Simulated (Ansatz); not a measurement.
# Core levels in a random alloy: Al22Cd5 (Cd on 19 % of the Al sites, one arrangement), part 2 of 2

Aim: core-level shifts of both metals in Al22Cd5 (Cd on 19 % of the Al sites, one arrangement), site by site. Spin–orbit coupling is left out of the bands throughout.

Ansatz 0.2.0; DFT, PBE, plane-wave PAW, default files, scalar-relativistic.

So far: The starting structure; Relaxing the atoms; Valence states.

**3. Valence states (continued)**

Shapes are the site's partial DOS without matrix elements, which overweights lines from ligand s bands. Emission peaks, by row:

| line | energy (eV) | height (%) |
| --- | --- | --- |
| Al K-beta | -9.05 | 32.56 |
| Al K-beta | -8 | 37.38 |
| Al K-beta | -7 | 51.06 |
| Al K-beta | -5.55 | 62.21 |
| Al K-beta | -4.2 | 84.2 |
| Al K-beta | -2.4 | 100 |
| Al K-beta | -0.55 | 88.08 |
| Al K-beta, E along x | -9.05 | 32.68 |
| Al K-beta, E along x | -8.05 | 37.22 |
| Al K-beta, E along x | -7 | 50.77 |
| Al K-beta, E along x | -5.55 | 62.36 |
| Al K-beta, E along x | -4.2 | 83.9 |
| Al K-beta, E along x | -2.4 | 99.47 |
| Al K-beta, E along x | -0.6 | 88.09 |
| Al K-beta, E along y | -9 | 32.89 |
| Al K-beta, E along y | -8 | 37.12 |
| Al K-beta, E along y | -7 | 50.68 |
| Al K-beta, E along y | -5.55 | 61.82 |
| Al K-beta, E along y | -4.2 | 84.05 |
| Al K-beta, E along y | -2.4 | 99.14 |
| Al K-beta, E along y | -0.55 | 88.21 |
| Al K-beta, E along z | -9.05 | 32.11 |
| Al K-beta, E along z | -8 | 37.79 |
| Al K-beta, E along z | -6.95 | 51.82 |
| Al K-beta, E along z | -5.85 | 62.91 |
| Al K-beta, E along z | -4.15 | 84.71 |
| Al K-beta, E along z | -2.35 | 101.5 |
| Al K-beta, E along z | -1.15 | 82.79 |
| Al K-beta, E along z | -0.5 | 88.05 |
| Al L2,3 | -6.95 | 55.67 |
| Al L2,3 | -5.95 | 64.74 |
| Al L2,3 | -5.5 | 61.05 |
| Al L2,3 | -4.25 | 78.48 |
| Al L2,3 | -3.2 | 65.41 |
| Al L2,3 | -2.35 | 100 |
| Al L2,3 | -1.1 | 65.55 |
| Al L2,3 | -0.4 | 82.7 |

Recipe: projected DOS times atomic cross section and asymmetry factor (linear light, 30° from the polarisation), occupied states only, Fermi edge at 20 K, a Lorentzian width of 0.2 eV growing by 0.03 eV per eV of binding energy, and a resolution of 0.1 eV. Curves are cut 10 eV under the photon energy, above any shell that the free atom's threshold puts out of reach, or at the lower edge of the window: 11.2 eV at 21.2 eV, 12.3 eV at 40.8 eV, 12.3 eV at 1486.7 eV, 12.3 eV at 2150 eV and 12.3 eV at 5414.7 eV. A star in tables and legends marks shells that hold the states left over by the projection (1.5 % of the filled ones), a stand-in for orbitals that the files don't project on. Matrix elements of the solid and inelastic losses aren't modelled, nor non-dipole terms, which matter above 3 keV.

How the area divides among the shells (%):

| shell | 21.2 eV | 40.8 eV | 1486.7 eV | 2150 eV | 5414.7 eV |
| --- | --- | --- | --- | --- | --- |
| Al 3s | 13.9 | 3.4 | 6.9 | 8.2 | 14.6 |
| Al 3p | 5.0 | 3.5 | 1.2 | 0.9 | 0.6 |
| Cd 5s | 0.1 | 0.1 | 1.4 | 2.1 | 7.1 |
| Cd 4d | 79.8 | 93.0 | 90.3 | 88.5 | 77.2 |

States with weight above 0.08 nearest the zero at Γ of the zone, within the window kept, -9.0 to 3.0 eV (levels that the program groups as degenerate share a row):

| E (eV) | weight, total |
| --- | --- |
| -8.89 | 0.09 |

States with weight above 0.08 nearest the zero at X of the zone, within the window kept, -9.0 to 3.0 eV (levels that the program groups as degenerate share a row):

| E (eV) | weight, total |
| --- | --- |
| -8.89 | 0.09 |
| -2.52 | 0.91 |
| -1.00 | 0.54 |
| -0.98 | 0.30 |

States with weight above 0.08 nearest the zero at U of the zone, within the window kept, -9.0 to 3.0 eV (levels that the program groups as degenerate share a row):

| E (eV) | weight, total |
| --- | --- |
| -1.37 | 0.59 |
| -1.01 | 0.16 |
| -0.91 | 0.20 |
| -0.89 | 0.10 |
| -0.75 | 0.08 |
| -0.63 | 0.25 |
| -0.47 | 0.13 |
| -0.43 | 0.09 |
| -0.37 | 0.12 |
| -0.01 | 0.59 |

States with weight above 0.08 nearest the zero at K of the zone, within the window kept, -9.0 to 3.0 eV (levels that the program groups as degenerate share a row):

| E (eV) | weight, total |
| --- | --- |
| -1.25 | 0.71 |
| -1.12 | 0.11 |
| -1.01 | 0.56 |
| -0.57 | 0.24 |
| 0.21 | 0.74 |

The largest force component on a free atom is 0.005 eV/Å, so the atoms are at rest for these settings too. At the Fermi level the DOS is 10.17 states/eV a cell, and on the broadened curves Al 3p holds 54 % of the total there.

**4. Core holes**

XPS shifts tell sites apart. Each chosen atom gets a core hole in a self-consistent pass of its own.

File input.yaml:

```yaml
crystal:
  lattice:
    - [-0.0403475937, 6.2425092215, 6.1713303193]
    - [6.2502502852, -0.0244238546, 6.1554065801]
    - [6.2435539154, 6.2198891126, -0.0177274848]
  atoms:
    - { symbol: Cd_h, position: [0.004050444, -0.0038919064, 0.0005657719] }
    - { symbol: Al, position: [0.0127823002, -0.0079217482, 0.3362625251] }
    - { symbol: Al, position: [0.0154939601, -0.0042871863, 0.6554315974] }
    - { symbol: Al, position: [0.0097322573, 0.3366784145, -0.0037296219] }
    - { symbol: Al, position: [0.0046450852, 0.333190857, 0.3329647322] }
    - { symbol: Al, position: [0.0044294858, 0.3382042635, 0.6557607796] }
    - { symbol: Al, position: [0.0068960841, 0.6572073584, -0.0006084543] }
    - { symbol: Al, position: [9.95339e-05, 0.6611910795, 0.3386343204] }
    - { symbol: Al, position: [0.0078259975, 0.6615328734, 0.6648689847] }
    - { symbol: Al, position: [0.3266143496, 0.0031098297, 0.0058091631] }
    - { symbol: Al, position: [0.3304659018, -0.0004974074, 0.3375199616] }
    - { symbol: Al, position: [0.3312648758, 0.0008225338, 0.6616075207] }
    - { symbol: Al, position: [0.3230400479, 0.340397665, 0.0014865007] }
    - { symbol: Al, position: [0.320303566, 0.3365584696, 0.3379507616] }
    - { symbol: Al_h, position: [0.3215705424, 0.3425704032, 0.6687420894] }
    - { symbol: Al, position: [0.3314567835, 0.6670100288, 0.0007711726] }
    - { symbol: Al, position: [0.3279825066, 0.6698182719, 0.3368527131] }
    - { symbol: Al_h, position: [0.3331022153, 0.6673907724, 0.6651231728] }
    - { symbol: Cd_h, position: [0.6644754197, -0.0011539265, 0.0009619482] }
    - { symbol: Al_h, position: [0.6601806175, -0.0133509765, 0.3452884395] }
    - { symbol: Cd, position: [0.6671453811, -0.0010525787, 0.6663795766] }
    - { symbol: Cd, position: [0.6642470866, 0.3368517005, -0.0018261685] }
    - { symbol: Cd_h, position: [0.6647594383, 0.3346943433, 0.3342072576] }
    - { symbol: Al, position: [0.66504214, 0.3476944733, 0.6588393877] }
    - { symbol: Al, position: [0.6689265075, 0.66557945, -0.0003372346] }
    - { symbol: Al, position: [0.6655138531, 0.6660995419, 0.3375196525] }
    - { symbol: Al, position: [0.6679536191, 0.6655534003, 0.6629534505] }
kpoints:
  mp_grid: { grid: [4, 4, 4] }
scf:
  occupations: { method: fermi_dirac, width: 0.08 }
  n_extra_bands: 27
hamiltonian:
  xc: pbe
  pseudopotentials: { kind: paw }
output:
  forces: true
  core_levels:
    shells: { Al_h: "2p", Cd_h: "3d" }
    counted_from: fermi_level
    add_spin: false
```

Launch:

```sh
$ ansatz run input.yaml --threads 4 --pin off --max-ram 14336MiB --backend cpu --events-out ev --progress --plain --runs-dir out
```

Wall time 9.2 min (4 threads of Arm Neoverse V1, shared host); peak memory 2.3 GiB; 37 min of CPU time.

Each level is the free energy with the hole less that without it. The electron goes to the Fermi level, so the difference is a binding energy from E_F. The hole's nearest image is 8.8 Å away, and the holes carry no spin, so absolute levels are rough.

| atom | region | shell | level (eV) | shift (eV) | j lines (eV) | doubts |
| --- | --- | --- | --- | --- | --- | --- |
| Cd1 | - | 3d | 404.46 | -0.01 | 408.51 / 401.76 | - |
| Al15 | - | 2p | 72.97 | -0.09 | 73.25 / 72.84 | - |
| Al18 | - | 2p | 72.93 | -0.13 | 73.21 / 72.79 | - |
| Cd19 | - | 3d | 404.51 | +0.04 | 408.56 / 401.82 | - |
| Al20 | - | 2p | 73.06 | +0.00 | 73.34 / 72.92 | - |
| Cd23 | - | 3d | 404.47 | +0.00 | 408.52 / 401.78 | - |

Levels of p, d and f shells are means over their two j lines, weighted by degeneracy; the splitting comes from the atom's own solve. Shifts count from the last listed atom of each element.

The Cd 3d lines of the listed atoms alone (other atoms of the cell aren't counted), as Gaussians 0.8 eV wide, no depth weighting. Table of intensity by Cd 3d level; read off at these points:

| Cd 3d level (eV) | intensity (%) |
| --- | --- |
| 400.500 | 0.0806 |
| 400.750 | 0.978 |
| 401.000 | 6.94 |
| 401.250 | 28.9 |
| 401.500 | 70.2 |
| 401.750 | 99.3 |
| 401.781 | 100.0 |
| 402.000 | 82.1 |
| 402.250 | 39.7 |
| 402.500 | 11.2 |
| 402.750 | 1.85 |
| 403.000 | 0.178 |
| 403.250 | 0.00995 |
| 403.500 | 3.2e-4 |
| 403.750 | 0 |
| 404.000 | 0 |
| 404.250 | 0 |
| 404.500 | 0 |
| 404.750 | 0 |
| 405.000 | 0 |
| 405.250 | 0 |
| 405.500 | 0 |
| 405.750 | 0 |
| 406.000 | 0 |
| 406.250 | 0 |
| 406.500 | 0 |
| 406.750 | 0 |
| 407.000 | 0.00285 |
| 407.250 | 0.0585 |
| 407.500 | 0.700 |
| 407.750 | 4.89 |
| 408.000 | 19.9 |
| 408.250 | 47.6 |
| 408.500 | 66.4 |
| 408.544 | 66.6 |
| 408.750 | 54.1 |
| 409.000 | 25.7 |
| 409.250 | 7.14 |
| 409.500 | 1.16 |
| 409.750 | 0.110 |
| 410.000 | 0.00614 |

The Al 2p lines of the listed atoms alone (other atoms of the cell aren't counted), as Gaussians 0.3 eV wide, no depth weighting. Intensity against Al 2p level; read off at these points:

| Al 2p level (eV) | intensity (%) |
| --- | --- |
| 72.20 | 9.5e-4 |
| 72.40 | 0.445 |
| 72.60 | 19.9 |
| 72.80 | 94.0 |
| 72.85 | 100.0 |
| 73.00 | 63.4 |
| 73.20 | 49.2 |
| 73.40 | 30.8 |
| 73.60 | 2.71 |
| 73.80 | 0.0262 |
| 74.00 | 0 |

**5. What came out**

```
spread of the Cd level over the listed sites                 : 0.05 eV
spread of the Al level over the listed sites                 : 0.13 eV
strongest listed peak within 13 eV of the zero, at 1486.7 eV : 9.2 eV binding, mostly Cd 4d
strongest listed peak within 13 eV of the zero, at 21.2 eV   : 9.2 eV binding, mostly Cd 4d
Cd 4d centre of the filled part                              : -9.07 eV (9.9 states an atom)
```

Over the listed sites the core levels spread as follows: Cd 0.05 eV and Al 0.13 eV. At 21.2 eV the valence spectrum has its highest listed peak within 10.8 eV at 9.2 eV (Cd 4d). At 1486.7 eV the valence spectrum has its highest listed peak within 11.9 eV at 9.2 eV (Cd 4d). The shell named is the one with most of the intensity, cross sections included, not always the one with most states there. Semilocal functionals put filled localised shells such as Cd 4d too near the top of the filled states. Spin–orbit coupling is left out, which matters for the heavy atoms here. Shifts mix charge transfer, volume and screening, so their sign doesn't give the direction of charge flow by itself.

[Logs are printed without paths, hosts, clocks, repeated set-up lines and the standing remarks that a program may print on its own settings, such as how far it seeks lower states.]

[Hosts, paths, dates, database ids (printed as entryN), source tags and the programs' standing remarks are cut or masked in the printed files.]

[Maps of the electrostatic potential energy from Ansatz leave out the sawtooth potential of an applied field or a dipole correction, so their vacuum need not be flat; work functions include it.]
